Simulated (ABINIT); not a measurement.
# Ba2TaBiO6 (R-3): G0W0 in ABINIT against the plane-wave cutoff, part 2 of 2

Aim: move the plane-wave cutoff of a G0W0 run on Ba2TaBiO6 (R-3) over a wide range.

ABINIT 10.8.3; LDA and many-body steps on it, plane waves. Known limits of the many-body steps: not at the basis limit; exchange with frozen shells missing; no spin-orbit coupling; coarse k mesh.

So far. Step 5 (Empty states on the mesh, 2×2×2 mesh, 164 bands): On this mesh the gap is 2.566 eV. Step 6 (Screening, 2×2×2 mesh, 150 bands, screening to 130.6 eV): Local fields lower ε∞ by 8 %. On a Γ-centred mesh this coarse the value itself is usually too large, while a short band sum pulls it down.

### 8. Screening, 2×2×2 mesh, 150 bands, screening to 130.6 eV

This step: RPA screening on LDA, plane waves, norm-conserving pseudopotentials.

File run.abi:

```
acell 3*1.0 Angstrom
rprim 
  3.075626834241 1.775713980676 4.956223105800
  -3.075626834241 1.775713980676 4.956223105800
  0.000000000000 -3.551427961352 4.956223105800
ntypat 4
znucl 56 73 83 8
natom 10
typat 1 1 2 3 4 4 4 4 4 4
xred 
  0.748816000000 0.748816000000 0.748816000000
  0.251184000000 0.251184000000 0.251184000000
  0.500000000000 0.500000000000 0.500000000000
  0.000000000000 0.000000000000 0.000000000000
  0.725510000000 0.218856000000 0.322035000000
  0.218856000000 0.322035000000 0.725510000000
  0.322035000000 0.725510000000 0.218856000000
  0.274490000000 0.781144000000 0.677965000000
  0.677965000000 0.274490000000 0.781144000000
  0.781144000000 0.677965000000 0.274490000000
pp_dirpath "pseudos"
pseudos "Ba.upf, Ta.upf, Bi.upf, O.upf"
ecut 29
ngkpt 2 2 2
nshiftk 1
shiftk 0 0 0
kptopt 1
chksymbreak 0
istwfk *1
occopt 1
irdwfk 1
optdriver 3
nband 150
ecuteps 4.8
inclvkb 2
awtr 1
symchi 1
indata_prefix "in"
outdata_prefix "out"
tmpdata_prefix "tmp"
```

Started as:

```
$ OMP_NUM_THREADS=1 mpirun -n 8 abinit run.abi > log
```

Numbers of over 12 decimals in the logs are rounded to 6 here.

What it wrote:

```text
.Version 10.8.3 of ABINIT. v10.8.2 released Aug 2026.

 Symmetries : space group R-3 (#148); Bravais hR (rhombohedral)
[... echo of the input left out ...]
== DATASET  1 ==================================================================
-   mpi_nproc: 8, omp_nthreads: 1 (-1 if OMP is not activated)

--- !DatasetInfo
iteration_state: {dtset: 1, }
dimensions: {natom: 10, nkpt: 4, mband: 150, nsppol: 1, nspinor: 1, nspden: 1, mpw: 8182, }
cutoff_energies: {ecut:  29.0, pawecutdg:  -1.0, }
electrons: {nelect:   8.40000000E+01, charge:   0.00000000E+00, occopt:   1.00000000E+00, tsmear:   1.00000000E-02, }

 SCREENING: Calculation of the susceptibility and dielectric matrices

 Based on a program developped by R.W. Godby, V. Olevano, G. Onida, and L. Reining.
 Incorporated in ABINIT by V. Olevano, G.-M. Rignanese, and M. Torrent.
.Using double precision arithmetic ; gwpc =  8

[... cell and pseudopotentials left out ...]
--------------------------------------------------------------------------------

 ==== K-mesh for the wavefunctions ====
 Number of points in the irreducible wedge :     4
[... list of points left out ...]
 Together with  6 symmetry operations and time-reversal symmetry
 yields     8 points in the full Brillouin Zone.

 ==== Q-mesh for the screening function ====
 Number of points in the irreducible wedge :     4
[... list of points left out ...]
 Together with  6 symmetry operations and time-reversal symmetry
 yields     8 points in the full Brillouin Zone.

 setmesh: FFT mesh size selected  =    40x   40x   40
          total number of points  =        64000

 vcoul_init : cutoff-mode = AUXILIARY_FUNCTION
 q-points for optical limit:   1
     1)      0.000010    0.000020    0.000030

- screening: taking advantage of time-reversal symmetry
- Maximum band index for partially occupied states nbvw = 42
- Remaining bands to be divided among processors   nbcw = 108
- Number of bands treated by each node ~13

 Number of electrons calculated from density =   84.0000; Expected =   84.0000
 average of density, n =  0.076643
 r_s =    1.4604
 omega_plasma =   26.7050 [eV]

 calculating chi0 at frequencies [eV] :
  1    0.000000E+00    0.000000E+00
  2    0.000000E+00    2.670500E+01

--------------------------------------------------------------------------------
  q-point number  1        q = ( 0.000000, 0.000000, 0.000000) [r.l.u.]
--------------------------------------------------------------------------------
[... chi0 elements left out ...]
 For q-point:  0.000010 0.000020 0.000030
  dielectric constant =   6.5675
  dielectric constant without local fields =   7.1718

  Average fulfillment of the sum rule on Im[epsilon] for q-point    1 :     53.85  [%]
[... wings left out ...]
  q-point number  2        q = ( 0.500000, 0.000000, 0.000000) [r.l.u.]
--------------------------------------------------------------------------------
[... chi0 elements left out ...]
  Average fulfillment of the sum rule on Im[epsilon] for q-point    2 :     61.71  [%]

 [... 2 further q-points ...]
```

Run time: 35 s. Hardware: 8 MPI ranks of AMD EPYC 9B14 (Zen 4), shared host; peak memory 3.9 GiB.

Numbers from this step:

- ε∞ with local fields, on this mesh, along the program's q direction: 6.567
- the same without local fields: 7.172
- plasma frequency: 26.70 eV
- plane waves in the screening matrix: 537

### 9. 29 Ha

The self-energy is evaluated for the states that the input lists, and the levels follow from it, in one-shot runs by the linearised quasiparticle equation.

This step: G0W0 on LDA, plane waves, norm-conserving pseudopotentials.

Edit run.abi of step 8 so:

```diff
@@ -31,8 +31,19 @@
 irdwfk 1
-optdriver 3
+optdriver 4
 nband 150
+gwcalctyp 0
+ecutsigx 29
+symsigma 1
+nkptgw 3
+kptgw 
+  0.5000000000 0.5000000000 0.5000000000
+  0.5000000000 0.0000000000 0.0000000000
+  0.0000000000 0.0000000000 0.0000000000
+bdgw 
+  41 45
+  41 44
+  40 44
 ecuteps 4.8
-inclvkb 2
-awtr 1
-symchi 1
+irdscr 1
+ppmodel 1
 indata_prefix "in"
```

What it wrote:

```text
.Version 10.8.3 of ABINIT. v10.8.2 released Aug 2026.

 Symmetries : space group R-3 (#148); Bravais hR (rhombohedral)
[... echo of the input left out ...]
== DATASET  1 ==================================================================
-   mpi_nproc: 8, omp_nthreads: 1 (-1 if OMP is not activated)

--- !DatasetInfo
iteration_state: {dtset: 1, }
dimensions: {natom: 10, nkpt: 4, mband: 150, nsppol: 1, nspinor: 1, nspden: 1, mpw: 8182, }
cutoff_energies: {ecut:  29.0, pawecutdg:  -1.0, }
electrons: {nelect:   8.40000000E+01, charge:   0.00000000E+00, occopt:   1.00000000E+00, tsmear:   1.00000000E-02, }

 SIGMA: Calculation of the GW corrections

 Based on a program developped by R.W. Godby, V. Olevano, G. Onida, and L. Reining.
 Incorporated in ABINIT by V. Olevano, G.-M. Rignanese, and M. Torrent.
.Using double precision arithmetic ; gwpc =  8

[... cell and pseudopotentials left out ...]
--------------------------------------------------------------------------------

 ==== K-mesh for the wavefunctions ====
 Number of points in the irreducible wedge :     4
[... list of points left out ...]
 Together with  6 symmetry operations and time-reversal symmetry
 yields     8 points in the full Brillouin Zone.

 ==== Q-mesh for screening function ====
 Number of points in the irreducible wedge :     4
[... list of points left out ...]
 Together with  6 symmetry operations and time-reversal symmetry
 yields     8 points in the full Brillouin Zone.

 vcoul_init : cutoff-mode = AUXILIARY_FUNCTION
 q-points for optical limit:   1
     1)      0.000010    0.000020    0.000030
 setmesh: FFT mesh size selected  =    60x   60x   60
          total number of points  =       216000

 Number of electrons calculated from density =   84.0000; Expected =   84.0000
[...]
number of plane-waves for wavefunctions          8159
 number of bands                                   150
 number of q-points in IBZ                           4
 number of frequencies                               2
 number of real frequencies                          1
 number of imag frequencies                          1

 matrix elements of self-energy operator (all in [eV])

 Perturbative Calculation

--- !SelfEnergy_ee
iteration_state: {dtset: 1, }
kpoint     : [   0.500,    0.500,    0.500, ]
spin       : 1
KS_gap     :    2.703
QP_gap     :    3.806
Delta_QP_KS:    1.104
data: !SigmaeeData |
     Band     E0 <VxcDFT>   SigX SigC(E0)      Z dSigC/dE  Sig(E)    E-E0       E
       41   4.319 -18.507 -23.357   5.095   0.765  -0.308 -18.320   0.187   4.507
       42   5.831 -19.893 -23.117   3.720   0.786  -0.272 -19.504   0.389   6.220
       43   8.533 -14.118  -9.271  -3.038   0.825  -0.212 -12.625   1.493  10.026
[...]
--- !SelfEnergy_ee
iteration_state: {dtset: 1, }
kpoint     : [   0.500,    0.000,    0.000, ]
spin       : 1
KS_gap     :    2.593
QP_gap     :    3.711
Delta_QP_KS:    1.118
data: !SigmaeeData |
     Band     E0 <VxcDFT>   SigX SigC(E0)      Z dSigC/dE  Sig(E)    E-E0       E
[...]
--- !SelfEnergy_ee
iteration_state: {dtset: 1, }
kpoint     : [   0.000,    0.000,    0.000, ]
spin       : 1
KS_gap     :    3.960
QP_gap     :    4.866
Delta_QP_KS:    0.907
data: !SigmaeeData |
     Band     E0 <VxcDFT>   SigX SigC(E0)      Z dSigC/dE  Sig(E)    E-E0       E
[...]
43   9.015 -13.020  -8.879  -2.665   0.830  -0.205 -11.795   1.225  10.241
       44   9.199 -15.306  -9.478  -3.485   0.815  -0.227 -13.397   1.909  11.108

== END DATASET(S) ==============================================================
================================================================================

 -outvars: echo values of variables after computation  --------
           etotal      0.0000000000E+00
            nband         150
             nkpt           4
          spgroup         148
 [... the other variables as echoed above ...]

 Calculation completed.
```

It took 22 s on 8 MPI ranks; peak memory 2.1 GiB; 2.9 min of CPU time.

Numbers from this step:

| Quantity | Value |
| --- | --- |
| G0W0 gap on the points computed | 3.675 eV |
| starting gap on the mesh | 2.564 eV |
| k of the valence top | 0.5, 0.5, 0.5 |
| k of the conduction bottom | 0.5, 0, 0 |
| Z at the valence top | 0.786 |
| Z at the conduction bottom | 0.827 |
| least direct G0W0 gap on the computed points | 3.711 eV |

The gap on the mesh goes from 2.56 eV to 3.67 eV, a correction of +1.11 eV.

### 10. Screening, 2×2×2 mesh, 150 bands, screening to 130.6 eV

This step: RPA screening on LDA, plane waves, norm-conserving pseudopotentials.

Edit run.abi of step 9 so:

```diff
@@ -22,3 +22,3 @@
 pseudos "Ba.upf, Ta.upf, Bi.upf, O.upf"
-ecut 29
+ecut 36
 ngkpt 2 2 2
@@ -31,19 +31,8 @@
 irdwfk 1
-optdriver 4
+optdriver 3
 nband 150
-gwcalctyp 0
-ecutsigx 29
-symsigma 1
-nkptgw 3
-kptgw 
-  0.5000000000 0.5000000000 0.5000000000
-  0.5000000000 0.0000000000 0.0000000000
-  0.0000000000 0.0000000000 0.0000000000
-bdgw 
-  41 45
-  41 44
-  40 44
 ecuteps 4.8
-irdscr 1
-ppmodel 1
+inclvkb 2
+awtr 1
+symchi 1
 indata_prefix "in"
```

What it wrote:

```text
.Version 10.8.3 of ABINIT. v10.8.2 released Aug 2026.

 Symmetries : space group R-3 (#148); Bravais hR (rhombohedral)
[... echo of the input left out ...]
== DATASET  1 ==================================================================
-   mpi_nproc: 8, omp_nthreads: 1 (-1 if OMP is not activated)

--- !DatasetInfo
iteration_state: {dtset: 1, }
dimensions: {natom: 10, nkpt: 4, mband: 150, nsppol: 1, nspinor: 1, nspden: 1, mpw: 11312, }
cutoff_energies: {ecut:  36.0, pawecutdg:  -1.0, }
[...]
--------------------------------------------------------------------------------
[... chi0 elements left out ...]
 For q-point:  0.000010 0.000020 0.000030
  dielectric constant =   6.5540
  dielectric constant without local fields =   7.1567

  Average fulfillment of the sum rule on Im[epsilon] for q-point    1 :     53.82  [%]
[... wings left out ...]
  q-point number  2        q = ( 0.500000, 0.000000, 0.000000) [r.l.u.]
--------------------------------------------------------------------------------
[... chi0 elements left out ...]
  Average fulfillment of the sum rule on Im[epsilon] for q-point    2 :     61.68  [%]

 [... 2 further q-points ...]
```

Run time: 43 s. Hardware: 8 MPI ranks; peak memory 5.2 GiB; 5.7 min of CPU time.

This step gave:

```yaml
eps_infinity_with_local_fields_on_this_mesh_along_the_program_s_q_direction: 6.554
the_same_without_local_fields: 7.157
plasma_frequency: 26.70 eV
plane_waves_in_the_screening_matrix: 537
```

### 11. 36 Ha

This step: G0W0 on LDA, plane waves, norm-conserving pseudopotentials.

Edit run.abi of step 10 so:

```diff
@@ -31,8 +31,19 @@
 irdwfk 1
-optdriver 3
+optdriver 4
 nband 150
+gwcalctyp 0
+ecutsigx 36
+symsigma 1
+nkptgw 3
+kptgw 
+  0.5000000000 0.5000000000 0.5000000000
+  0.5000000000 0.0000000000 0.0000000000
+  0.0000000000 0.0000000000 0.0000000000
+bdgw 
+  41 45
+  41 44
+  40 44
 ecuteps 4.8
-inclvkb 2
-awtr 1
-symchi 1
+irdscr 1
+ppmodel 1
 indata_prefix "in"
```

What it wrote:

```text
.Version 10.8.3 of ABINIT. v10.8.2 released Aug 2026.

 Symmetries : space group R-3 (#148); Bravais hR (rhombohedral)
[... echo of the input left out ...]
== DATASET  1 ==================================================================
-   mpi_nproc: 8, omp_nthreads: 1 (-1 if OMP is not activated)

--- !DatasetInfo
iteration_state: {dtset: 1, }
dimensions: {natom: 10, nkpt: 4, mband: 150, nsppol: 1, nspinor: 1, nspden: 1, mpw: 11312, }
cutoff_energies: {ecut:  36.0, pawecutdg:  -1.0, }
[...]
Band     E0 <VxcDFT>   SigX SigC(E0)      Z dSigC/dE  Sig(E)    E-E0       E
[...]
43   9.016 -13.028  -8.888  -2.664   0.830  -0.205 -11.803   1.225  10.241
       44   9.195 -15.313  -9.486  -3.484   0.815  -0.227 -13.404   1.909  11.105

== END DATASET(S) ==============================================================
================================================================================

 -outvars: echo values of variables after computation  --------
           etotal      0.0000000000E+00
            nband         150
             nkpt           4
          spgroup         148
 [... the other variables as echoed above ...]

 Calculation completed.
```

Wall time 23 s (8 MPI ranks); peak memory 2.6 GiB.

This step gave:

```
G0W0 gap on the points computed              : 3.683 eV
starting gap on the mesh                     : 2.566 eV
k of the valence top                         : 0.5, 0.5, 0.5
k of the conduction bottom                   : 0.5, 0, 0
least direct G0W0 gap on the computed points : 3.718 eV
```

Against the run before, the gap moves by +0.008 eV.

### 12. Screening, 2×2×2 mesh, 150 bands, screening to 130.6 eV

This step: RPA screening on LDA, plane waves, norm-conserving pseudopotentials.

Edit run.abi of step 11 so:

```diff
@@ -22,3 +22,3 @@
 pseudos "Ba.upf, Ta.upf, Bi.upf, O.upf"
-ecut 36
+ecut 45
 ngkpt 2 2 2
@@ -31,19 +31,8 @@
 irdwfk 1
-optdriver 4
+optdriver 3
 nband 150
-gwcalctyp 0
-ecutsigx 36
-symsigma 1
-nkptgw 3
-kptgw 
-  0.5000000000 0.5000000000 0.5000000000
-  0.5000000000 0.0000000000 0.0000000000
-  0.0000000000 0.0000000000 0.0000000000
-bdgw 
-  41 45
-  41 44
-  40 44
 ecuteps 4.8
-irdscr 1
-ppmodel 1
+inclvkb 2
+awtr 1
+symchi 1
 indata_prefix "in"
```

What it wrote:

```text
.Version 10.8.3 of ABINIT. v10.8.2 released Aug 2026.

 Symmetries : space group R-3 (#148); Bravais hR (rhombohedral)
[... echo of the input left out ...]
== DATASET  1 ==================================================================
-   mpi_nproc: 8, omp_nthreads: 1 (-1 if OMP is not activated)

--- !DatasetInfo
iteration_state: {dtset: 1, }
dimensions: {natom: 10, nkpt: 4, mband: 150, nsppol: 1, nspinor: 1, nspden: 1, mpw: 15833, }
cutoff_energies: {ecut:  45.0, pawecutdg:  -1.0, }
[...]
--------------------------------------------------------------------------------
[... chi0 elements left out ...]
 For q-point:  0.000010 0.000020 0.000030
  dielectric constant =   6.5535
  dielectric constant without local fields =   7.1562

  Average fulfillment of the sum rule on Im[epsilon] for q-point    1 :     53.82  [%]
[... wings left out ...]
  q-point number  2        q = ( 0.500000, 0.000000, 0.000000) [r.l.u.]
--------------------------------------------------------------------------------
[... chi0 elements left out ...]
  Average fulfillment of the sum rule on Im[epsilon] for q-point    2 :     61.68  [%]

 [... 2 further q-points ...]
```

Wall time 58 s (8 MPI ranks); peak memory 6.6 GiB; 7.7 min of CPU time.

This step gave:

```yaml
eps_infinity_with_local_fields_on_this_mesh_along_the_program_s_q_direction: 6.553
the_same_without_local_fields: 7.156
plasma_frequency: 26.70 eV
plane_waves_in_the_screening_matrix: 537
```

### 13. 45 Ha

This step: G0W0 on LDA, plane waves, norm-conserving pseudopotentials.

Edit run.abi of step 12 so:

```diff
@@ -31,8 +31,19 @@
 irdwfk 1
-optdriver 3
+optdriver 4
 nband 150
+gwcalctyp 0
+ecutsigx 45
+symsigma 1
+nkptgw 3
+kptgw 
+  0.5000000000 0.5000000000 0.5000000000
+  0.5000000000 0.0000000000 0.0000000000
+  0.0000000000 0.0000000000 0.0000000000
+bdgw 
+  41 45
+  41 44
+  40 44
 ecuteps 4.8
-inclvkb 2
-awtr 1
-symchi 1
+irdscr 1
+ppmodel 1
 indata_prefix "in"
```

What it wrote:

```text
.Version 10.8.3 of ABINIT. v10.8.2 released Aug 2026.

 Symmetries : space group R-3 (#148); Bravais hR (rhombohedral)
[... echo of the input left out ...]
== DATASET  1 ==================================================================
-   mpi_nproc: 8, omp_nthreads: 1 (-1 if OMP is not activated)

--- !DatasetInfo
iteration_state: {dtset: 1, }
dimensions: {natom: 10, nkpt: 4, mband: 150, nsppol: 1, nspinor: 1, nspden: 1, mpw: 15833, }
cutoff_energies: {ecut:  45.0, pawecutdg:  -1.0, }
[...]
Band     E0 <VxcDFT>   SigX SigC(E0)      Z dSigC/dE  Sig(E)    E-E0       E
[...]
43   9.016 -13.028  -8.889  -2.664   0.830  -0.205 -11.804   1.224  10.240
       44   9.195 -15.313  -9.487  -3.484   0.815  -0.227 -13.405   1.909  11.104

== END DATASET(S) ==============================================================
================================================================================

 -outvars: echo values of variables after computation  --------
           etotal      0.0000000000E+00
            nband         150
             nkpt           4
          spgroup         148
 [... the other variables as echoed above ...]

 Calculation completed.
```

Wall time 26 s (8 MPI ranks); peak memory 3.3 GiB; 3.4 min of CPU time.

This step gave:

- G0W0 gap on the points computed: 3.685 eV
- starting gap on the mesh: 2.566 eV
- k of the valence top: 0.5, 0.5, 0.5
- k of the conduction bottom: 0.5, 0, 0
- least direct G0W0 gap on the computed points: 3.720 eV

Against the run before, the gap moves by +0.002 eV.

### 14. Side by side

Times are wall times on 8 MPI ranks of AMD EPYC 9B14 (Zen 4), shared host, good to a factor of about two. A run's time includes the screening step that it read.

```csv
run,mesh,bands,screening cutoff (eV),DFT gap (eV),gap on the mesh (eV),direct (eV),ε∞ used,time
22 Ha,2×2×2,150,130.6,2.537,3.630,3.665,6.71,44 s
29 Ha,2×2×2,150,130.6,2.564,3.675,3.711,6.57,57 s
36 Ha,2×2×2,150,130.6,2.566,3.683,3.718,6.55,66 s
45 Ha,2×2×2,150,130.6,2.566,3.685,3.720,6.55,84 s
```

### 15. Outcome

| Quantity | Value |
| --- | --- |
| 22 Ha | 3.630 eV |
| 29 Ha | 3.675 eV |
| 36 Ha | 3.683 eV |
| 45 Ha | 3.685 eV |
| known limits | not at the basis limit; exchange with frozen shells missing; no spin-orbit coupling; coarse k mesh |

The setting moved: plane-wave cutoff. From 22 Ha to 45 Ha the gap moves by +0.06 eV. It holds to 0.03 eV from 29 Ha on. Bands and screening cutoff are coupled, so a series along one setting does not show full convergence. Bands and cutoff are finite, so the gap is not at the basis limit. The miss can reach some tenths of an eV and take either sign; the mesh is an error of its own. In the first G0W0 run levels were corrected at 3 k points alone, so a gap called «on the mesh» is the least over those, and an edge elsewhere would be missed. The 2×2×2 mesh is coarse for this cell, which bears on the long-range parts of exchange and screening. Where an edge is built on 6p states of lead, bismuth or thallium, scalar-relativistic gaps usually stand too wide, by a few tenths to over one eV. The norm-conserving file of at least one element keeps a d shell over frozen s and p shells of the same row. Exchange with those shells is missing from the self-energy, an error of 0.3 to 0.9 eV in cases checked, whose sign depends on which edge lies on those atoms. The many-body steps are scalar-relativistic: spin-orbit coupling is not in them.

[Paths, hosts, dates, memory and timing lines, banners, echoed tables and standing remarks are left out of the program output.]

[Logs are printed without paths, hosts, clocks, repeated set-up lines and the standing remarks that a program may print on its own settings, such as how far it seeks lower states.]

[Runs of the session that timed out or met a known fault of the program may be left out.]

[No measured gap is set beside runs whose start may be inverted or whose files or cutoffs have a known fault.]

[Hosts, paths, dates, database ids (printed as entryN), source tags and the programs' standing remarks are cut or masked in the printed files.]

[G0W0 gaps are taken among the corrected bands and points alone; a level outside them can change the order at an edge.]

[Where Ansatz stands beside ABINIT at settings called matched, ABINIT's density can come from a denser mesh and the files from another edition; pairs whose starting gaps differed by over 0.03 eV were left out, so agreement reads better than it is.]
